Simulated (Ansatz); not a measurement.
# BeSi2 (built on the sites of a database entry of CaSi2): following an unstable mode

Which phase does BeSi2 (built on the sites of a database entry of CaSi2) fall into along its unstable mode, and how much energy does it gain?

Calculated with Ansatz 0.2.0; DFT PBEsol, scalar-relativistic, plane waves, PAW.

The structure was built from a prototype and need not be the compound's stable phase.

## 1. Starting point

The structure is trigonal, space group P-3m1 (No. 164). The conventional cell has a = 2.782 Å, b = 2.782 Å, c = 5.533 Å, α = 90.00°, β = 90.00°, γ = 120.00°. Nearest to Be lie 6 Si at 2.38 Å. Nearest to Si lie 3 Be at 2.38 Å and 3 Si at 2.57 Å. Farther neighbours are not listed.

## 2. Phonons on a q mesh

The cell comes from relaxations at this level that are not shown. Stability and thermal properties need the whole zone. Linear response on a 3×3×2 q mesh gives force constants as far as a supercell of that size would.

File input.yaml:

```yaml
crystal:
  lattice:
    - [2.7820321755, 0.0, 0.0]
    - [-1.3910160877, 2.4093105381, 0.0]
    - [0.0, 0.0, 5.5325386777]
  atoms:
    - { symbol: Be, position: [0.0, 0.0, 0.0] }
    - { symbol: Si, position: [0.3333333333, 0.6666666667, 0.3184987978] }
    - { symbol: Si, position: [0.6666666667, 0.3333333333, 0.6815012022] }
kpoints:
  mp_grid: { grid: [15, 15, 8] }
hamiltonian:
  xc: pbesol
scf:
  occupations: { method: methfessel_paxton, width: 0.15 }
output:
  eigenvalues: true
phonons:
  method: dfpt
  qmesh: [3, 3, 2]
  temperatures: { t_max: 1000, t_step: 50 }
  qpath:
    path:
      - [[0.0, 0.0, 0.0], [0.5, 0.0, 0.0], [0.33333333, 0.33333333, 0.0], [0.0, 0.0, 0.0], [0.0, 0.0, 0.5], [0.5, 0.0, 0.5], [0.33333333, 0.33333333, 0.5], [0.0, 0.0, 0.5]]
      - [[0.5, 0.0, 0.5], [0.5, 0.0, 0.0]]
      - [[0.33333333, 0.33333333, 0.5], [0.33333333, 0.33333333, 0.0]]
    npoints: 10
```

Started as:

```
> ansatz run input.yaml --threads 4 --pin off --max-ram 7168MiB --backend cpu --events-out ev --progress --plain --runs-dir out
```

Numbers of over 12 decimals in the logs are rounded to 6 here.

Output:

```text
Warning: phonons: the dynamical matrix that this run interpolates holds no multipole term above the dipole-dipole one, and a site of this crystal is no centre of inversion, so its interpolated transverse optical and acoustic branches and sound speeds can stay off near Gamma, and the density of states and the thermodynamics with them. What a run solves at a wave vector of phonons.qpoints, Gamma apart, where the deck admits one, is free of this, and under fd what a larger phonons.supercell samples
Engine: ansatz 0.2.0, aarch64-unknown-linux-gnu
Pseudopotentials: kind: paw
Pseudopotential: Be, paw, valence charge 2, recommended cutoff 420 eV (normal), Be.paw.azcp
Pseudopotential: Si, paw, valence charge 4, recommended cutoff 420 eV (normal), Si.paw.azcp
Functional definition: PBEsol
  exchange = pbesol_x
  correlation = pbesol_c
Crystal: 3 atoms, lattice volume = 37.083 Å³
Basis set: ecut = 420 eV, 739 PW (Γ), exchange–correlation on 40×40×80 points (8 copies of the dense FFT grid, shifted against one another)
Bands: 9, of which v1, the nominal top of the filled ones, is band 5 counted from 1 (4 counted from 0)
Symmetry: 12 space group operations
k-points: 192 of 1800
Non-local potential: Be, projectors of the file, l = 0: 2, l = 1: 2, l = 2: 1
Non-local potential: Si, projectors of the file, l = 0: 2, l = 1: 2, l = 2: 2
PAW form: soft (Blöchl's): semilocal exchange-correlation on the pseudo side does not see the compensation charge
PAW frozen core: Be, regenerated for the run's functional, and the local potential with it (the file was generated under x = pbe(κ = 0.804, μ = 0.219515), c = pbe(β = 0.066725))
PAW frozen core: Si, regenerated for the run's functional, and the local potential with it (the file was generated under x = pbe(κ = 0.804, μ = 0.219515), c = pbe(β = 0.066725))
PAW one-centre angular grid: Be, 110 points (default); XC on 64 Gauss nodes
PAW one-centre angular grid: Si, 110 points (default); XC on 64 Gauss nodes
Initial density: superposition of atomic densities (neutral atoms: chi_scale 0, normalization atom), corrected by the library's trained network
Initial wavefunctions: pseudopotential atomic-orbital guess
Functional: x = pbesol(κ = 0.804, μ = 0.123457), c = pbesol(β = 0.046)
SCF iter   1: F=—  HF=-1332.162850 eV  |F-HF|=—  |Δ(HF+E_count)|=         —  Δρ=2.29e-3  dr2=1.72e-3  ethr=1.77e-3  ⟨swp⟩=5.2  Hψ=13210  notcnv=0
preconditioner: auto → none  [metal: Δε(μ)=0.025 eV  Ē_g=9.156 eV  σ=0.150 eV  W_gap=0.14  n_scr=2 (ndim 8)  ℏωp=19.3 eV  f_vac=0.000  D(μ)=0.89/eV (n_scr^D=2)  sad-step TF]
SCF iter   2: F=—  HF=-1332.162634 eV  |F-HF|=—  |Δ(HF+E_count)|=   2.17e-4  S|Δr|=    0.00e0  Δρ=1.37e-3  dr2=6.72e-4  ethr=1.72e-5  ⟨swp⟩=1.5  Hψ=3455  notcnv=0
SCF iter   3: F=—  HF=-1332.162704 eV  |F-HF|=—  |Δ(HF+E_count)|=   7.02e-5  S|Δr|=    0.00e0  Δρ=7.17e-4  dr2=1.22e-3  ethr=6.72e-6  ⟨swp⟩=2.5  Hψ=2534  notcnv=0
SCF iter   4: F=—  HF=-1332.162452 eV  |F-HF|=—  |Δ(HF+E_count)|=   2.51e-4  S|Δr|=    0.00e0  Δρ=1.24e-4  dr2=1.99e-5  ethr=6.72e-6  ⟨swp⟩=2.0  Hψ=2128  notcnv=0
SCF iter   5: F=—  HF=-1332.162449 eV  |F-HF|=—  |Δ(HF+E_count)|=   3.89e-6  S|Δr|=    0.00e0  Δρ=2.96e-5  dr2=1.20e-6  ethr=1.99e-7  ⟨swp⟩=2.0  Hψ=2148  notcnv=0
SCF iter   6: F=—  HF=-1332.162449 eV  |F-HF|=—  |Δ(HF+E_count)|=   1.45e-7  S|Δr|=    0.00e0  Δρ=1.50e-5  dr2=3.79e-7  ethr=1.20e-8  ⟨swp⟩=1.0  Hψ=1662  notcnv=0
SCF iter   7: F=—  HF=-1332.162449 eV  |F-HF|=—  |Δ(HF+E_count)|=   7.81e-8  S|Δr|=    0.00e0  Δρ=1.89e-6  dr2=5.41e-9  ethr=3.79e-9  ⟨swp⟩=1.9  Hψ=2042  notcnv=0
SCF iter   8: F=-1332.162449 eV  HF=-1332.162449 eV  |F-HF|=1.36e-12  |Δ(HF+E_count)|=  8.67e-10  S|Δr|=    0.00e0  Δρ=8.58e-8  dr2=1.94e-12  ethr=1.00e-12  ⟨swp⟩=6.0  Hψ=9286  notcnv=0
SCF 1 converged in 8 iterations: F = -1332.162449 eV  dr2 = 1.94e-12
  greatest PAW one-centre occupation: 0.662 electrons in one spin orbital (limit 2), on the Si atom at site 2 (counted from 0), in its partial waves of l = 0
Initial density: read from a saved state, or passed on in memory by an earlier SCF of this step, an earlier step, the calling program or the single point that the run made first
iter 1 solved again at ethr=1.99e-7 eV; its pass at ethr=3.10e-3 eV (dr2=1.99e-5 eV) is discarded
SCF iter   1: F=—  HF=-1332.162448 eV  |F-HF|=—  |Δ(HF+E_count)|=         —  Δρ=2.03e-7  dr2=1.52e-11  ethr=1.99e-7  ⟨swp⟩=3.1  Hψ=18158  notcnv=0
eigensolver tolerance schedule: the retry pair's looser diagonalisation over-reported the residual by 1303532.75 of it (diagonalisation noise at an unbounded share of the residual, at the tolerance the schedule requests for it); recorded, not acted on — ethr = c·dr2/N_el stays at c = 1.0e-1
preconditioner: auto → none  [metal: Δε(μ)=0.017 eV  Ē_g=9.155 eV  σ=0.150 eV  W_gap=0.10  n_scr=2 (ndim 8)  ℏωp=19.3 eV  f_vac=0.000  D(μ)=0.89/eV (n_scr^D=2)]
SCF iter   2: F=—  HF=-1332.162449 eV  |F-HF|=—  |Δ(HF+E_count)|=   4.54e-7  S|Δr|=    0.00e0  Δρ=1.42e-7  dr2=2.45e-11  ethr=1.00e-12  ⟨swp⟩=3.1  Hψ=3477  notcnv=0
SCF iter   3: F=-1332.162449 eV  HF=-1332.162449 eV  |F-HF|=4.55e-13  |Δ(HF+E_count)|=  4.77e-12  S|Δr|=    0.00e0  Δρ=7.68e-8  dr2=1.43e-12  ethr=1.00e-12  ⟨swp⟩=1.3  Hψ=4610  notcnv=0
SCF 2 converged in 3 iterations: F = -1332.162449 eV  dr2 = 1.43e-12
phonons: the bands overlap, so this run is a metal and interpolates without the dipole-dipole term. If the crystal is really an insulator or semiconductor, its LO-TO splitting is missing
NSCF: frozen V_eff on 192 k-points
WARN: eigensolver did not converge in 13 slots of this pass, the one above among them; of largest residual over every band (k=28): 1 band(s) unlocked (lowest unlocked band 8, counted from 0; max residual 6.48e-2 eV among the unlocked bands, 6.48e-2 eV over every band); of lowest unlocked band (k=10): band 8
NSCF: frozen V_eff on 488 k-points
DFPT response loops at q = (0, 0, 0) (fractional): preconditioner auto → Kerker (q_TF=auto, 2.193 Å⁻¹) (partly filled bands, converged f_vac=0.000); β = 1.00, the filter's whole step (`scf.mixing.beta` (0.50) is not read by the response loops under this deck's `scf.mixing.preconditioner`; to damp them name `kerker` or `kerker_dos`, under which they read `scf.mixing.beta`, and type it under 1.00, their step now; both keys bind the ground state too); Broyden in place of MSR1
NSCF: frozen V_eff on 976 k-points
DFPT response loops at q = (0, 0, -0.5) (fractional): mixed as the last ones told, above
NSCF: frozen V_eff on 1920 k-points
DFPT response loops at q = (0, 0.333333, 0) (fractional): mixed as the last ones told, above
NSCF: frozen V_eff on 1920 k-points
DFPT response loops at q = (0, 0.333333, -0.5) (fractional): mixed as the last ones told, above
NSCF: frozen V_eff on 1830 k-points
DFPT response loops at q = (0.333333, 0.333333, 0) (fractional): mixed as the last ones told, above
NSCF: frozen V_eff on 1830 k-points
DFPT response loops at q = (0.333333, 0.333333, -0.5) (fractional): mixed as the last ones told, above
SCF converged after 8 iterations
Stability not checked: this state was not tested for a lower state beside it, because cold or Methfessel-Paxton smearing, or corrected tetrahedra, fill the levels in a way that the test cannot read (fill_not_monotonic; see scf.lower_state_search)
Free energy (F): -1332.162449 eV
Harris-Foulkes:  -1332.162449 eV  (|F-HF|=1.36e-12)
Internal energy: -1332.162815 eV  (E = F + TS)
E sigma→0 (E₀):  -1332.162540 eV
Entropy (-TS):   0.000367 eV (0.122 meV/atom)
Fermi energy:    10.085833 eV
--- Per-component energies (eV) ---
  E_band       = 44.408423
  E_kinetic    = 103.634113
  E_local      = -0.720338  (includes V_loc(G=0)·N_el)
  E_nonlocal   = 55.356898
  E_hartree    = 4.390956
  E_xc         = -131.128450
  E_vxc        = -117.234389  (∫ρ·V_xc dr)
  E_paw        = -1054.146765  (= ΣΔE_a)
  E_vpaw       = -5.409781  (= ΣTr[D̂ρ^β])
  E_aug_tail   = 0.000012  (compensation charges beyond the density's cutoff)
  E_ewald      = -309.621894
  E_core_change = 0.072653  (= ΣΔE_core)
  E_smearing   = 0.000367  (= −TS)
  E_closure    = 0.000000  (closes the sum)
  Σ components = -1332.162449   (vs F -1332.162449, Δ=0.00e0)
--- Band table (eV; the first three rows and the last of 192) ---
  k-point 0: bands = ["-4.1857", "-0.1074", "1.9856", "13.2063", "15.1556", "17.4271", "17.4271", "17.5433", "17.5433"]
  k-point 1: bands = ["-4.1423", "-0.4536", "2.4695", "11.9970", "16.4630", "17.4209", "17.4209", "17.6372", "17.6372"]
  k-point 2: bands = ["-4.0247", "-1.0487", "3.4737", "10.2891", "17.4418", "17.4418", "17.8688", "17.8688", "18.4595"]
  k-point 191: bands = ["4.0943", "4.0943", "4.6986", "5.5716", "5.5716", "6.6770", "13.1558", "13.2389", "13.2389"]
--- Phonons (Γ-DFPT): 4 representative perturbations + reference (Σ response iterations 10) ---
  ASR residual: 1.163e-4 → 0.000e0 eV/Å²; symmetrization residual: 2.832e-8 eV/Å²
  ASR residual per site (eV/Å²): 1.16e-4 3.52e-5 3.52e-5
  Γ frequencies (cm⁻¹): 0.00 0.00 0.00 146.89 146.89 296.74 296.74 367.74 493.19
--- Phonons (arbitrary-q DFPT): 6 irreducible q on the 3×3×2 mesh ---
  q = [0.0000, 0.0000, 0.0000] (star 1, of the zone-centre solve; hermiticity 6.50e-9, symmetrization 3.82e-12): 0.00 0.00 0.00 146.89 146.89 296.74 296.74 367.74 493.19
  q = [0.0000, 0.0000, -0.5000] (star 1, 4 solved perturbations in 1360 linear systems a pass and spin channel, the states on 488 of 1800 k-point pairs; hermiticity 1.36e-8, symmetrization 4.00e-11): 40.75 40.75 110.98 110.98 208.37 218.27 267.18 267.18 495.99
  q = [0.0000, 0.3333, 0.0000] (star 6, 6 solved perturbations on 960 of 1800 k-point pairs; hermiticity 1.36e-8, symmetrization 7.71e-11): -87.89 48.82 118.48 156.80 213.43 227.42 227.60 365.55 466.15
  q = [0.0000, 0.3333, -0.5000] (star 6, 6 solved perturbations on 960 of 1800 k-point pairs; hermiticity 1.38e-8, symmetrization 7.05e-11): -129.73 -39.55 99.81 132.62 236.65 252.69 297.46 324.88 474.54
  q = [0.3333, 0.3333, 0.0000] (star 2, 4 solved perturbations in 2476 linear systems a pass and spin channel, the states on 915 of 1800 k-point pairs; hermiticity 7.68e-9, symmetrization 2.82e-9): -162.07 -162.07 68.64 269.39 269.39 272.18 299.53 299.53 452.09
  q = [0.3333, 0.3333, -0.5000] (star 2, 4 solved perturbations in 2476 linear systems a pass and spin channel, the states on 915 of 1800 k-point pairs; hermiticity 6.39e-9, symmetrization 5.95e-9): 34.32 34.32 155.99 165.69 165.69 217.46 342.68 342.68 465.07
  sum rule: each row above includes the acoustic sum rule's correction from the zone centre's row sums; it moved no ω² by more than (1.87 cm⁻¹)²
  mesh force constants: q→R imaginary residual 0.00e0; ASR residual 1.163e-4 → 0.000e0 eV/Å²; symmetrization residual 1.332e-15 eV/Å²
  interpolated dispersion: 93 rows × 9 modes
  density of states and harmonic sums: on the 27×27×12 q-mesh, interpolated from the force constants of a 3×3×2 supercell (no non-analytic term)
  largest difference from the sums on the solved wave vectors: F 4.77e-2 eV, S 6.02e-5 and C_V 1.97e-5 eV/K
  zero-point energy: 0.114351 eV/cell   skipped modes (ω ≤ 0): 1250, of them read as no rigid motion or as one in doubt: 1247 (1.534e0 modes/cell left out, lowest -175.44 cm⁻¹)   left out of the sums: 1.71e-1 of the cell's modes: C_V's classical limit lies that fraction below 3 k_B per atom; for a crystal, a wire or a layer, F and S can be off by more, and a phonons.interpolated_qmesh denser along its periods is the remedy for the sampling
```

The job ended after 2.2 min (4 threads of Arm Neoverse V1, shared host; peak memory 1.1 GiB).

Numbers from this step:

| Item | Value |
| --- | --- |
| volume per atom | 12.36 Å³ |
| gap on the k-mesh | 0 eV |
| sum-rule residual before enforcement | 1.16e-4 eV/Å² |
| lowest frequency on the path | -175.6 cm⁻¹ |
| point group | -3m |
| highest frequency on the path or at a solved wavevector | 496 cm⁻¹ |
| highest optical mode at the zone centre (no LO-TO term) | 493.2 cm⁻¹ |
| lowest optical zone-centre mode | 146.9 cm⁻¹ |
| lowest mode on the q mesh (acoustic modes at Γ apart) | -162.1 cm⁻¹ |

Frequencies (cm⁻¹) solved at each irreducible wavevector; negative means imaginary. Frequencies by wavevector, by row:

| q in reciprocal lattice units | star | mode 1 | mode 2 | mode 3 | mode 4 | mode 5 | mode 6 | mode 7 | mode 8 | mode 9 |
| --- | --- | --- | --- | --- | --- | --- | --- | --- | --- | --- |
| 0 0 0 | 1 | 0 | 0 | 0 | 146.9 | 146.9 | 296.7 | 296.7 | 367.7 | 493.2 |
| 0 0 -0.5 | 1 | 40.8 | 40.8 | 111 | 111 | 208.4 | 218.3 | 267.2 | 267.2 | 496 |
| 0 0.3333 0 | 6 | -87.9 | 48.8 | 118.5 | 156.8 | 213.4 | 227.4 | 227.6 | 365.6 | 466.1 |
| 0 0.3333 -0.5 | 6 | -129.7 | -39.5 | 99.8 | 132.6 | 236.7 | 252.7 | 297.5 | 324.9 | 474.5 |
| 0.3333 0.3333 0 | 2 | -162.1 | -162.1 | 68.6 | 269.4 | 269.4 | 272.2 | 299.5 | 299.5 | 452.1 |
| 0.3333 0.3333 -0.5 | 2 | 34.3 | 34.3 | 156 | 165.7 | 165.7 | 217.5 | 342.7 | 342.7 | 465.1 |

Interpolated from a 3×3×2 q mesh, rough between the solved points. Phonon branches along the path, in cm⁻¹:

| point | branch 1 | branch 2 | branch 3 | branch 4 | branch 5 | branch 6 | branch 7 | branch 8 | branch 9 |
| --- | --- | --- | --- | --- | --- | --- | --- | --- | --- |
| Γ | 0 | 0 | 0 | 147 | 147 | 297 | 297 | 368 | 493 |
| halfway | 18 | 106 | 119 | 123 | 172 | 213 | 251 | 378 | 475 |
| M | -164 | 96 | 114 | 197 | 201 | 225 | 285 | 333 | 458 |
| halfway | -175 | -72 | 88 | 218 | 249 | 253 | 289 | 325 | 455 |
| K | -162 | -162 | 69 | 269 | 269 | 272 | 300 | 300 | 452 |
| halfway | -66 | 48 | 144 | 165 | 176 | 198 | 259 | 371 | 470 |
| Γ | 0 | 0 | 0 | 147 | 147 | 297 | 297 | 368 | 493 |
| halfway | 15 | 15 | 100 | 133 | 133 | 282 | 282 | 320 | 496 |
| A | 41 | 41 | 111 | 111 | 208 | 218 | 267 | 267 | 496 |
| halfway | -122 | -11 | 71 | 124 | 223 | 258 | 289 | 312 | 481 |
| L | -102 | -58 | 143 | 180 | 185 | 248 | 310 | 336 | 470 |
| halfway | -79 | -48 | 148 | 178 | 200 | 213 | 329 | 340 | 468 |
| H | 34 | 34 | 156 | 166 | 166 | 218 | 343 | 343 | 465 |
| halfway | -123 | -74 | 119 | 123 | 224 | 251 | 307 | 312 | 477 |
| A | 41 | 41 | 111 | 111 | 208 | 218 | 267 | 267 | 496 |
| jump to L | -102 | -58 | 143 | 180 | 185 | 248 | 310 | 336 | 470 |
| halfway | -137 | 17 | 136 | 156 | 225 | 251 | 281 | 338 | 464 |
| M | -164 | 96 | 114 | 197 | 201 | 225 | 285 | 333 | 458 |
| jump to H | 34 | 34 | 156 | 166 | 166 | 218 | 343 | 343 | 465 |
| halfway | -126 | -126 | 111 | 222 | 222 | 251 | 328 | 328 | 459 |
| K | -162 | -162 | 69 | 269 | 269 | 272 | 300 | 300 | 452 |

The phonon branches as a text plot (rows in cm⁻¹):

```
    482 |*****            ********************     ********
    454 |     ************                    *****        ******
    426 |
    398 |
    370 |******          *******
    342 |      ****     *       *        ***********      *****
    314 |          *** *         *    ********     ***    *    **
    286 |***    ********    ******  *****            ****  ***
    258 | * ** *   **** **** *    **********         ***** *   **
    230 |  *  *******  * *  *      **  ***  **  * ***   ********
    202 |   ** ****     ****       ****   *  *** *** ****** ***
    174 |  *****         *****    *        *********        *
    146 |***             *********       ************     **  *
    118 |   ******      *  **     ********          ******  **
     90 |  **   *****  *    *    *  *   *            ****   ** *
     62 | **  **  *  **   *  *  *    ***                        *
     34 |**                   *   *****        ***      **
      6 |*   *                 ***                     *   *
    -22 | ***               ***     *  **      *  *    *
    -50 |                  *             ******  * *  *   *
    -78 |          *     **          *       **   * ***       *
   -106 |     *         **            *  ****      * *    *
   -134 |      *    *  **              **           *      *   *
   -162 |       ********                                    **  *
         Γ       M    K        Γ   A       L    H       A|L M|H K
```

Symmetry leaves 6 wavevectors to solve. The lowest mode among them, the acoustic zeros apart, lies at q = (0.333, 0.333, 0) and is imaginary, 162.1i cm⁻¹, so the energy falls along it. Between them the interpolated path dips to 176i cm⁻¹.

## 3. The mode frozen in, largest atomic shift 0 Å

The mode followed lies at q = (0.333, 0.333, 0) with frequency 162.1i cm⁻¹ and is 2-fold degenerate, the softest among the wavevectors solved. At small amplitude the distorted cell has space group no. 143 by a symmetry search on the positions. The undistorted cell that holds it gives the zero of energy on the same k mesh.

System of this step: BeSi2 (built on the sites of a database entry of CaSi2). It takes space group P-3m1 (No. 164, trigonal). The conventional cell has a = 2.782 Å, b = 2.782 Å, c = 5.533 Å, α = 90.00°, β = 90.00°, γ = 120.00°. Nearest to Be lie 6 Si at 2.38 Å. Nearest to Si lie 3 Be at 2.38 Å and 3 Si at 2.57 Å. Farther neighbours are not listed.

File input.yaml:

```yaml
crystal:
  lattice:
    - [0.0, -4.8186210762, 0.0]
    - [-4.1730482632, -2.4093105381, 0.0]
    - [0.0, 0.0, -5.5325386777]
  atoms:
    - { symbol: Be, position: [0.0, 0.0, 0.0] }
    - { symbol: Be, position: [0.6666666667, 0.6666666667, 0.0] }
    - { symbol: Be, position: [0.3333333333, 0.3333333333, 0.0] }
    - { symbol: Si, position: [0.3333333333, 0.6666666667, 0.6815012022] }
    - { symbol: Si, position: [1.0, 0.3333333333, 0.6815012022] }
    - { symbol: Si, position: [0.6666666667, 1.0, 0.6815012022] }
    - { symbol: Si, position: [0.6666666667, 0.3333333333, 0.3184987978] }
    - { symbol: Si, position: [0.3333333333, 1.0, 0.3184987978] }
    - { symbol: Si, position: [0.0, 0.6666666667, 0.3184987978] }
kpoints:
  mp_grid: { grid: [9, 9, 6] }
hamiltonian:
  xc: pbesol
scf:
  occupations: { method: methfessel_paxton, width: 0.15 }
output:
  forces: true
  stress: true
  eigenvalues: true
```

Output:

```text
[...]
Crystal: 9 atoms, lattice volume = 111.250 Å³
Basis set: ecut = 420 eV, 2167 PW (Γ), exchange–correlation on 72×72×80 points (8 copies of the dense FFT grid, shifted against one another)
Bands: 24, of which v1, the nominal top of the filled ones, is band 15 counted from 1 (14 counted from 0)
Symmetry: 36 space group operations
[...]
k-points: 62 of 486
[...]
k-point 0: bands = [... 11 lower, 7.7369, 7.7369, 7.7369, 7.7369, 9.1473, 9.1473, 9.1473, 9.1473, ... 5 higher]
  k-point 1: bands = [... 11 lower, 6.9501, 6.9501, 7.0883, 7.0883, 10.1844, 10.1844, 10.1844, 10.1844, ... 5 higher]
  k-point 2: bands = [... 11 lower, 6.0125, 6.0125, 6.8117, 6.8117, 9.2356, 11.8786, 11.8786, 11.8786, ... 5 higher]
  k-point 61: bands = [... 11 lower, 6.5340, 9.7771, 9.7771, 9.7771, 12.5656, 12.5656, 12.5656, 13.0109, ... 5 higher]
[key lines of the parts left out:]
SCF converged after 5 iterations
Free energy (F): -3996.458590 eV
Fermi energy:    10.122167 eV
P = ⅓ Tr σ = -0.1235 GPa (-1.235 kbar)
```

Run time: 3.1 s. Hardware: 4 threads; peak memory 0.47 GiB; 11 s of CPU time.

This step gave:

| Quantity | Value |
| --- | --- |
| pressure | -0.1235 GPa |
| energy from the undistorted cell | 0 meV/atom |

The run ends at a pressure of -0.12 GPa, with forces up to 0.063 eV/Å.

(Part 1 of 2 ends here.)

[Logs are printed without paths, hosts, clocks, repeated set-up lines and the standing remarks that a program may print on its own settings, such as how far it seeks lower states.]

[Hosts, paths, dates, database ids (printed as entryN), source tags and the programs' standing remarks are cut or masked in the printed files.]
